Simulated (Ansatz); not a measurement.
**How Au(100) screens a field**

Wanted: the response of a Au(100) slab to a perpendicular field.

Method: plane-wave DFT, PBE, Ansatz PAW, in Ansatz 0.2.0.

**1. The structure**

The cell holds 7 atoms: 7 Au. Cell: a = 2.885 Å, b = 2.885 Å, c = 30.240 Å, α = 90.0°, β = 90.0°, γ = 90.0°. Vacuum lies along c.

**2. Single point, field 0**

A sawtooth potential applies the field, turning back in the middle of the vacuum. With the dipole correction the typed value is the field outside the slab. The induced dipole is small, so the SCF threshold is tight.

The input, input.yaml:

```yaml
crystal:
  lattice:
    - [2.8849956672, 0.0, 0.0]
    - [0.0, 2.8849956672, 0.0]
    - [0.0, 0.0, 30.24]
  atoms:
    - { symbol: Au, position: [0.0, 0.0, 0.2976190476] }
    - { symbol: Au, position: [0.5, 0.5, 0.3650793651] }
    - { symbol: Au, position: [0.0, 0.0, 0.4325396825] }
    - { symbol: Au, position: [0.5, 0.5, 0.5] }
    - { symbol: Au, position: [0.0, 0.0, 0.5674603175] }
    - { symbol: Au, position: [0.5, 0.5, 0.6349206349] }
    - { symbol: Au, position: [0.0, 0.0, 0.7023809524] }
kpoints:
  mp_grid: { grid: [18, 18, 1] }
hamiltonian:
  xc: pbe
scf:
  occupations: { method: fermi_dirac, width: 0.1 }
  convergence: { dr2_threshold: 1.0e-10 }
efield:
  axis: 3
  dipole_correction: true
  ramp_position: 0.97
  ramp_width: 0.06
  amplitude: 0
output:
  forces: true
  write_potential: true
  write_density: true
  volumetric_format: npy
```

Command:

```sh
> ansatz run input.yaml --threads 4 --pin off --max-ram 6144MiB --backend cpu --events-out ev --progress --plain --runs-dir out
```

Numbers of over 12 decimals in the logs are rounded to 6 here.

What it wrote:

```text
Engine: ansatz 0.2.0, aarch64-unknown-linux-gnu
Pseudopotentials: kind: paw
Pseudopotential: Au, paw, valence charge 19, recommended cutoff 420 eV (normal), Au.paw.azcp
Functional definition: PBE
  parameter kappa = 0.804
  parameter beta = 0.066725
  exchange = pbe_x(kappa = kappa, mu = beta*pi^2/3)
  correlation = pbe_c(beta = beta)
Crystal: 7 atoms, lattice volume = 251.694 Å³
Basis set: ecut = 420 eV, 4889 PW (Γ), exchange–correlation on 40×40×432 points (8 copies of the dense FFT grid, shifted against one another)
Bands: 80, of which v1, the nominal top of the filled ones, is band 67 counted from 1 (66 counted from 0)
Symmetry: 8 space group operations
k-points: 55 of 324
Non-local potential: Au, projectors of the file, l = 0: 3, l = 1: 2, l = 2: 2, l = 3: 1
PAW form: soft (Blöchl's): semilocal exchange-correlation on the pseudo side does not see the compensation charge
PAW one-centre angular grid: Au, 590 points (default); XC on 64 Gauss nodes
Initial density: superposition of atomic densities (neutral atoms: chi_scale 0, normalization atom), corrected by the library's trained network
Initial wavefunctions: pseudopotential atomic-orbital guess
Functional: x = pbe(κ = 0.804, μ = 0.219515), c = pbe(β = 0.066725)
SCF iter   1: F=—  HF=-92044.358822 eV  |F-HF|=—  |Δ(HF+E_count)|=         —  Δρ=3.86e-3  dr2=1.18e0  ethr=1.77e-3  p=0.000 e·Å  D=1.12e-14 V/Å  ΔV_dip=-0.00 eV  dr2_dipole=3.13e-10  V_vac-E_F(+/−)=4.60/4.60 eV  ⟨swp⟩=7.6  Hψ=18088  notcnv=0  defer=92
efield: sawtooth ramp at fractional position 0.9700 (set: `efield.ramp_position`, or a place that a band, a saddle search or an elastic batch's reference lends), width 0.0600; the density the first Hamiltonian is built on has a dipole p = 0.000 e·Å; the dipole correction subtracts the counter field D = 1.12e-14 V/Å, which shifts the + side's vacuum level by -0.00 eV against the − side's; the planar-averaged density in the ramp window peaks in size at 1.2e-5 e/Å³
preconditioner: auto → LDOS  [metal: Δε(μ)=0.020 eV  Ē_g=9.254 eV  σ=0.100 eV  W_gap=0.05  n_scr=66 (ndim 8)  ℏωp=20.5 eV  f_vac=0.492  D(μ)=2.28/eV (n_scr^D=12)  β→1.0]
SCF iter   2: F=—  HF=-92044.317536 eV  |F-HF|=—  |Δ(HF+E_count)|=   4.13e-2  Δρ=1.66e-3  dr2=1.94e-2  ethr=8.87e-4  p=0.000 e·Å  D=7.93e-7 V/Å  ΔV_dip=-0.00 eV  dr2_dipole=1.03e-9  V_vac-E_F(+/−)=5.13/5.13 eV  ⟨swp⟩=1.9  Hψ=5240  notcnv=0  defer=247
SCF iter   3: F=—  HF=-92044.318813 eV  |F-HF|=—  |Δ(HF+E_count)|=   1.28e-3  Δρ=1.04e-3  dr2=7.40e-3  ethr=1.46e-5  p=0.000 e·Å  D=6.42e-7 V/Å  ΔV_dip=-0.00 eV  dr2_dipole=8.31e-11  V_vac-E_F(+/−)=5.03/5.03 eV  ⟨swp⟩=3.0  Hψ=9308  notcnv=0  defer=247
SCF iter   4: F=—  HF=-92044.317398 eV  |F-HF|=—  |Δ(HF+E_count)|=   1.42e-3  Δρ=2.77e-4  dr2=3.09e-4  ethr=5.56e-6  p=0.000 e·Å  D=5.81e-7 V/Å  ΔV_dip=-0.00 eV  dr2_dipole=1.13e-11  V_vac-E_F(+/−)=5.08/5.08 eV  ⟨swp⟩=2.0  Hψ=6292  notcnv=0  defer=247
SCF iter   5: F=—  HF=-92044.317327 eV  |F-HF|=—  |Δ(HF+E_count)|=   7.08e-5  Δρ=6.50e-5  dr2=1.14e-5  ethr=2.32e-7  p=0.000 e·Å  D=2.48e-7 V/Å  ΔV_dip=-0.00 eV  dr2_dipole=3.54e-11  V_vac-E_F(+/−)=5.08/5.08 eV  ⟨swp⟩=2.5  Hψ=6848  notcnv=0  defer=247
SCF iter   6: F=—  HF=-92044.317275 eV  |F-HF|=—  |Δ(HF+E_count)|=   5.20e-5  Δρ=1.63e-5  dr2=1.32e-6  ethr=8.57e-9  p=0.000 e·Å  D=1.60e-7 V/Å  ΔV_dip=-0.00 eV  dr2_dipole=2.32e-11  V_vac-E_F(+/−)=5.08/5.08 eV  ⟨swp⟩=3.2  Hψ=9112  notcnv=0  defer=238
SCF iter   7: F=—  HF=-92044.317275 eV  |F-HF|=—  |Δ(HF+E_count)|=   7.36e-9  Δρ=5.39e-6  dr2=7.25e-8  ethr=9.92e-10  p=0.000 e·Å  D=5.40e-8 V/Å  ΔV_dip=-0.00 eV  dr2_dipole=5.03e-12  V_vac-E_F(+/−)=5.08/5.08 eV  ⟨swp⟩=2.1  Hψ=6379  notcnv=0  defer=238
SCF iter   8: F=—  HF=-92044.317275 eV  |F-HF|=—  |Δ(HF+E_count)|=   3.78e-8  Δρ=1.66e-6  dr2=7.62e-9  ethr=5.45e-11  p=0.000 e·Å  D=3.10e-8 V/Å  ΔV_dip=-0.00 eV  dr2_dipole=2.51e-12  V_vac-E_F(+/−)=5.08/5.08 eV  ⟨swp⟩=2.4  Hψ=7375  notcnv=0  defer=238
SCF iter   9: F=—  HF=-92044.317275 eV  |F-HF|=—  |Δ(HF+E_count)|=   8.70e-9  Δρ=5.39e-7  dr2=7.02e-10  ethr=5.73e-12  p=0.000 e·Å  D=4.18e-9 V/Å  ΔV_dip=-0.00 eV  dr2_dipole=1.18e-13  V_vac-E_F(+/−)=5.08/5.08 eV  ⟨swp⟩=2.1  Hψ=6443  notcnv=0  defer=238
iter 10 met the thresholds in force, and the SCF goes on: an eigenvalue changes by 2.36 meV, over its tolerance of 1.01 meV (output.eigenvalues, Limitations)
SCF iter  10: F=-92044.317275 eV  HF=-92044.317275 eV  |F-HF|=1.40e-9  |Δ(HF+E_count)|=   3.39e-9  Δρ=1.58e-7  dr2=3.84e-11  ethr=1.00e-12  p=0.000 e·Å  D=1.22e-9 V/Å  ΔV_dip=-0.00 eV  dr2_dipole=1.86e-16  V_vac-E_F(+/−)=5.08/5.08 eV  ⟨swp⟩=19.3  Hψ=31846  notcnv=0
SCF iter  11: F=-92044.317275 eV  HF=-92044.317275 eV  |F-HF|=1.46e-10  |Δ(HF+E_count)|=   1.18e-9  Δρ=4.66e-8  dr2=4.10e-12  ethr=1.00e-12  p=-0.000 e·Å  D=-8.62e-10 V/Å  ΔV_dip=0.00 eV  dr2_dipole=2.59e-16  V_vac-E_F(+/−)=5.08/5.08 eV  ⟨swp⟩=7.8  Hψ=23654  notcnv=0
SCF 1 converged in 11 iterations: F = -92044.317275 eV  dr2 = 4.10e-12
  greatest PAW one-centre occupation: 1.000 electrons in one spin orbital (limit 2), on the Au atom at site 2 (counted from 0), in its partial waves of l = 0
WARN: The output density's exchange-correlation potential varies sharply where the density is thin. Do not read a vacuum level from v_tot or v_xc, or from such a field of the output density. On a cell that repeats whose density bears no net charge and no dipole along the vacuum's axis use v_es (v_loc + v_h of the components); under efield.dipole_correction with no amplitude use v_es + v_field, which holds any externa [...]
SCF converged after 11 iterations
an eigenvalue changed by more than its tolerance at an iteration that met the thresholds in force, so the SCF went on 1 time: the last check found none over its tolerance
Free energy (F): -92044.317275 eV
Harris-Foulkes:  -92044.317275 eV  (|F-HF|=1.46e-10)
Internal energy: -92044.248188 eV  (E = F + TS)
E sigma→0 (E₀):  -92044.282732 eV
Entropy (-TS):   -0.069087 eV (-9.870 meV/atom)
Fermi energy:    7.078623 eV
Dipole field:    D = 0.000000 V/Å  (p = 0.000000 e·Å, saw-weighted, corrected)
Work function:   Φ+ = 5.0797 eV   Φ− = 5.0797 eV
Levels:          The Fermi level and band energies are counted from a zero that moves with the ramp; work functions are not
--- Per-component energies (eV) ---
  E_band       = -3226.440141
  E_kinetic    = 4234.673164
  E_local      = -285119.803260  (includes V_loc(G=0)·N_el)
  E_nonlocal   = 520.456595
  E_hartree    = 140797.855802
  E_xc         = -1595.087035
  E_vxc        = -1925.175377  (∫ρ·V_xc dr)
  E_paw        = -67947.878732  (= ΣΔE_a)
  E_vpaw       = -2532.313263  (= ΣTr[D̂ρ^β])
  E_aug_tail   = 0.010367  (compensation charges beyond the density's cutoff)
  E_efield     = 0.000000  (sawtooth field / dipole correction)
  E_vefield    = 0.000000  (∫n·V_field dr)
  E_ewald      = 117065.524911
  E_smearing   = -0.069087  (= −TS)
  E_closure    = 0.000000  (closes the sum)
  Σ components = -92044.317275   (vs F -92044.317275, Δ=0.00e0)
--- Forces (eV/Å), atoms counted from 1 ---
  atom   1  Au    -0.00000000     0.00000000    -0.33614815
  atom   2  Au     0.00000000     0.00000000    -0.14077563
  atom   3  Au    -0.00000000     0.00000000    -0.00556117
  atom   4  Au     0.00000000     0.00000000     0.00000001
  atom   5  Au     0.00000000     0.00000000     0.00556117
  atom   6  Au     0.00000000     0.00000000     0.14077562
  atom   7  Au    -0.00000000     0.00000000     0.33614816
  max |Σ_I F_I| component: 2.40e-9 eV/Å
--- Band table (eV; the first three rows and the last of 55) ---
  k-point 0: bands = [... 63 lower, 5.1365, 5.2110, 5.2233, 5.3905, 5.3905, 5.5888, 7.4917, 8.3340, ... 9 higher]
  k-point 1: bands = [... 63 lower, 5.1343, 5.1590, 5.1780, 5.2075, 5.3978, 5.9262, 7.6711, 8.5645, ... 9 higher]
  k-point 2: bands = [... 63 lower, 5.0791, 5.0824, 5.1957, 5.2805, 5.3852, 6.4380, 8.1193, 9.1484, ... 9 higher]
  k-point 54: bands = [... 63 lower, 8.6750, 8.6750, 10.0032, 10.0032, 11.5661, 11.5661, 11.9945, 11.9966, ... 9 higher]
```

Wall time 77 s (4 threads of Arm Neoverse N1, shared host); peak memory 1.2 GiB.

Numbers from this step:

```
energy at zero smearing   : -92044.2827 eV
work function, upper face : 5.080 eV
dipole along the normal   : 2.56e-8 e·Å
```

Running mean over 2.04 Å of the planar mean; the ramp of the sawtooth is left out. Electron's electrostatic potential energy less the Fermi level against z:

z (Å), electron's electrostatic potential energy less the Fermi level (eV) and a bar from the least value:
```
        4       5.08 ##############################
        5       5.08 ##############################
        6       5.04 ##############################
        7       4.44 #############################
        8      -1.95 ###############
        9      -7.94 ##
       10      -8.53 #
       11      -8.71 
       12      -8.75 
       13      -8.77 
       14      -8.78 
       15      -8.79 
       16      -8.78 
       17      -8.77 
       18      -8.75 
       19      -8.73 
       20      -8.58 
       21      -8.22 #
       22      -4.10 ##########
       23       3.73 ###########################
       24       5.00 ##############################
       25       5.07 ##############################
       26       5.08 ##############################
       27       5.08 ##############################
```

Force by atom:

```tsv
atom	x (eV/Å)	y (eV/Å)	z (eV/Å)	size
Au1	0.000	0.000	-0.336	0.336
Au2	0.000	0.000	-0.141	0.141
Au3	0.000	0.000	-0.006	0.006
Au4	0.000	0.000	0.000	0.000
Au5	0.000	0.000	0.006	0.006
Au6	0.000	0.000	0.141	0.141
Au7	0.000	0.000	0.336	0.336
```

The work function of the upper face is 5.08 eV.

**3. Atoms held, field 0.05 V/Å**

Edit input.yaml of step 2 so:

```diff
@@ -25,3 +25,3 @@
   ramp_width: 0.06
-  amplitude: 0
+  amplitude: 0.05
 output:
```

What it wrote:

```text
[...]
Crystal: 7 atoms, lattice volume = 251.694 Å³
Basis set: ecut = 420 eV, 4889 PW (Γ), exchange–correlation on 40×40×432 points (8 copies of the dense FFT grid, shifted against one another)
Bands: 80, of which v1, the nominal top of the filled ones, is band 67 counted from 1 (66 counted from 0)
Symmetry: 8 space group operations
k-points: 55 of 324
[...]
k-point 0: bands = [... 63 lower, 5.1364, 5.2107, 5.2234, 5.3904, 5.3904, 5.5887, 7.4915, 8.3340, ... 9 higher]
  k-point 1: bands = [... 63 lower, 5.1343, 5.1588, 5.1780, 5.2073, 5.3977, 5.9261, 7.6708, 8.5645, ... 9 higher]
  k-point 2: bands = [... 63 lower, 5.0785, 5.0828, 5.1956, 5.2804, 5.3851, 6.4379, 8.1191, 9.1483, ... 9 higher]
  k-point 54: bands = [... 63 lower, 8.6749, 8.6749, 10.0031, 10.0031, 11.5660, 11.5660, 11.9943, 11.9965, ... 9 higher]
[key lines of the parts left out:]
SCF converged after 12 iterations
Free energy (F): -92044.318144 eV
Fermi energy:    7.078516 eV
Dipole field:    D = 0.025001 V/Å  (p = 0.034775 e·Å, saw-weighted, corrected)
```

It took 71 s on 4 threads; peak memory 1.1 GiB; 4.7 min of CPU time.

The dipole is 0.0348 e·Å.

**4. Atoms held, field -0.05 V/Å**

Edit input.yaml of step 3 so:

```diff
@@ -25,3 +25,3 @@
   ramp_width: 0.06
-  amplitude: 0.05
+  amplitude: -0.05
 output:
```

What it wrote:

```text
[...]
Crystal: 7 atoms, lattice volume = 251.694 Å³
Basis set: ecut = 420 eV, 4889 PW (Γ), exchange–correlation on 40×40×432 points (8 copies of the dense FFT grid, shifted against one another)
Bands: 80, of which v1, the nominal top of the filled ones, is band 67 counted from 1 (66 counted from 0)
Symmetry: 8 space group operations
k-points: 55 of 324
[...]
k-point 0: bands = [... 63 lower, 5.1364, 5.2107, 5.2234, 5.3904, 5.3904, 5.5887, 7.4915, 8.3340, ... 9 higher]
  k-point 1: bands = [... 63 lower, 5.1343, 5.1588, 5.1780, 5.2073, 5.3977, 5.9261, 7.6708, 8.5645, ... 9 higher]
  k-point 2: bands = [... 63 lower, 5.0785, 5.0828, 5.1956, 5.2804, 5.3851, 6.4379, 8.1191, 9.1483, ... 9 higher]
  k-point 54: bands = [... 63 lower, 8.6749, 8.6749, 10.0031, 10.0031, 11.5660, 11.5660, 11.9943, 11.9965, ... 9 higher]
[key lines of the parts left out:]
SCF converged after 12 iterations
Free energy (F): -92044.318144 eV
Fermi energy:    7.078516 eV
Dipole field:    D = -0.025001 V/Å  (p = -0.034775 e·Å, saw-weighted, corrected)
```

Run time: 71 s. Hardware: 4 threads; peak memory 1.1 GiB.

The dipole is -0.0348 e·Å.

**5. Single point, field 0.1 V/Å**

Edit input.yaml of step 4 so:

```diff
@@ -25,3 +25,3 @@
   ramp_width: 0.06
-  amplitude: -0.05
+  amplitude: 0.1
 output:
```

What it wrote:

```text
[...]
Crystal: 7 atoms, lattice volume = 251.694 Å³
Basis set: ecut = 420 eV, 4889 PW (Γ), exchange–correlation on 40×40×432 points (8 copies of the dense FFT grid, shifted against one another)
Bands: 80, of which v1, the nominal top of the filled ones, is band 67 counted from 1 (66 counted from 0)
Symmetry: 8 space group operations
k-points: 55 of 324
[...]
k-point 0: bands = [... 63 lower, 5.1361, 5.2098, 5.2237, 5.3901, 5.3901, 5.5884, 7.4907, 8.3339, ... 9 higher]
  k-point 1: bands = [... 63 lower, 5.1340, 5.1581, 5.1780, 5.2071, 5.3975, 5.9258, 7.6701, 8.5643, ... 9 higher]
  k-point 2: bands = [... 63 lower, 5.0772, 5.0836, 5.1953, 5.2800, 5.3849, 6.4375, 8.1184, 9.1480, ... 9 higher]
  k-point 54: bands = [... 63 lower, 8.6746, 8.6746, 10.0028, 10.0028, 11.5657, 11.5657, 11.9940, 11.9961, ... 9 higher]
[key lines of the parts left out:]
SCF converged after 12 iterations
Free energy (F): -92044.320753 eV
Fermi energy:    7.078199 eV
Dipole field:    D = 0.050002 V/Å  (p = 0.069550 e·Å, saw-weighted, corrected)
```

Wall time 71 s (4 threads); peak memory 1.1 GiB; 4.7 min of CPU time.

The dipole is 0.0696 e·Å.

**6. Single point, field -0.1 V/Å**

Edit input.yaml of step 5 so:

```diff
@@ -25,3 +25,3 @@
   ramp_width: 0.06
-  amplitude: 0.1
+  amplitude: -0.1
 output:
```

What it wrote:

```text
[...]
Crystal: 7 atoms, lattice volume = 251.694 Å³
Basis set: ecut = 420 eV, 4889 PW (Γ), exchange–correlation on 40×40×432 points (8 copies of the dense FFT grid, shifted against one another)
Bands: 80, of which v1, the nominal top of the filled ones, is band 67 counted from 1 (66 counted from 0)
Symmetry: 8 space group operations
k-points: 55 of 324
[...]
k-point 0: bands = [... 63 lower, 5.1361, 5.2098, 5.2237, 5.3901, 5.3901, 5.5884, 7.4907, 8.3339, ... 9 higher]
  k-point 1: bands = [... 63 lower, 5.1340, 5.1581, 5.1780, 5.2071, 5.3975, 5.9258, 7.6701, 8.5643, ... 9 higher]
  k-point 2: bands = [... 63 lower, 5.0772, 5.0836, 5.1953, 5.2800, 5.3849, 6.4375, 8.1184, 9.1480, ... 9 higher]
  k-point 54: bands = [... 63 lower, 8.6746, 8.6746, 10.0028, 10.0028, 11.5657, 11.5657, 11.9940, 11.9961, ... 9 higher]
[key lines of the parts left out:]
SCF converged after 12 iterations
Free energy (F): -92044.320753 eV
Fermi energy:    7.078199 eV
Dipole field:    D = -0.050002 V/Å  (p = -0.069550 e·Å, saw-weighted, corrected)
```

Wall time 71 s (4 threads); peak memory 1.1 GiB.

The dipole is -0.0696 e·Å.

**7. Atoms held, field 0.2 V/Å**

Edit input.yaml of step 6 so:

```diff
@@ -25,3 +25,3 @@
   ramp_width: 0.06
-  amplitude: -0.1
+  amplitude: 0.2
 output:
```

What it wrote:

```text
[...]
Crystal: 7 atoms, lattice volume = 251.694 Å³
Basis set: ecut = 420 eV, 4889 PW (Γ), exchange–correlation on 40×40×432 points (8 copies of the dense FFT grid, shifted against one another)
Bands: 80, of which v1, the nominal top of the filled ones, is band 67 counted from 1 (66 counted from 0)
Symmetry: 8 space group operations
k-points: 55 of 324
[...]
k-point 0: bands = [... 63 lower, 5.1349, 5.2067, 5.2245, 5.3890, 5.3890, 5.5870, 7.4876, 8.3337, ... 9 higher]
  k-point 1: bands = [... 63 lower, 5.1332, 5.1556, 5.1781, 5.2059, 5.3963, 5.9243, 7.6673, 8.5637, ... 9 higher]
  k-point 2: bands = [... 63 lower, 5.0735, 5.0849, 5.1941, 5.2787, 5.3838, 6.4361, 8.1159, 9.1466, ... 9 higher]
  k-point 54: bands = [... 63 lower, 8.6733, 8.6733, 10.0016, 10.0016, 11.5645, 11.5645, 11.9928, 11.9949, ... 9 higher]
[key lines of the parts left out:]
SCF converged after 12 iterations
Free energy (F): -92044.331185 eV
Fermi energy:    7.076928 eV
Dipole field:    D = 0.100012 V/Å  (p = 0.139111 e·Å, saw-weighted, corrected)
```

It took 72 s on 4 threads; peak memory 1.1 GiB.

The dipole is 0.139 e·Å.

**8. Single point, field -0.2 V/Å**

Edit input.yaml of step 7 so:

```diff
@@ -25,3 +25,3 @@
   ramp_width: 0.06
-  amplitude: 0.2
+  amplitude: -0.2
 output:
```

What it wrote:

```text
[...]
Crystal: 7 atoms, lattice volume = 251.694 Å³
Basis set: ecut = 420 eV, 4889 PW (Γ), exchange–correlation on 40×40×432 points (8 copies of the dense FFT grid, shifted against one another)
Bands: 80, of which v1, the nominal top of the filled ones, is band 67 counted from 1 (66 counted from 0)
Symmetry: 8 space group operations
k-points: 55 of 324
[...]
k-point 0: bands = [... 63 lower, 5.1349, 5.2067, 5.2245, 5.3890, 5.3890, 5.5870, 7.4876, 8.3337, ... 9 higher]
  k-point 1: bands = [... 63 lower, 5.1332, 5.1556, 5.1781, 5.2059, 5.3963, 5.9243, 7.6673, 8.5637, ... 9 higher]
  k-point 2: bands = [... 63 lower, 5.0735, 5.0849, 5.1941, 5.2787, 5.3838, 6.4361, 8.1159, 9.1466, ... 9 higher]
  k-point 54: bands = [... 63 lower, 8.6733, 8.6733, 10.0016, 10.0016, 11.5645, 11.5645, 11.9928, 11.9949, ... 9 higher]
[key lines of the parts left out:]
SCF converged after 12 iterations
Free energy (F): -92044.331185 eV
Fermi energy:    7.076928 eV
Dipole field:    D = -0.100012 V/Å  (p = -0.139111 e·Å, saw-weighted, corrected)
```

Run time: 73 s. Hardware: 4 threads; peak memory 1.1 GiB; 4.8 min of CPU time.

The dipole is -0.139 e·Å.

(Part 1 of 2 ends here.)

[Logs are printed without paths, hosts, clocks, repeated set-up lines and the standing remarks that a program may print on its own settings, such as how far it seeks lower states.]

[Hosts, paths, dates, database ids (printed as entryN), source tags and the programs' standing remarks are cut or masked in the printed files.]

[Maps of the electrostatic potential energy from Ansatz leave out the sawtooth potential of an applied field or a dipole correction, so their vacuum need not be flat; planar profiles and work functions include it.]
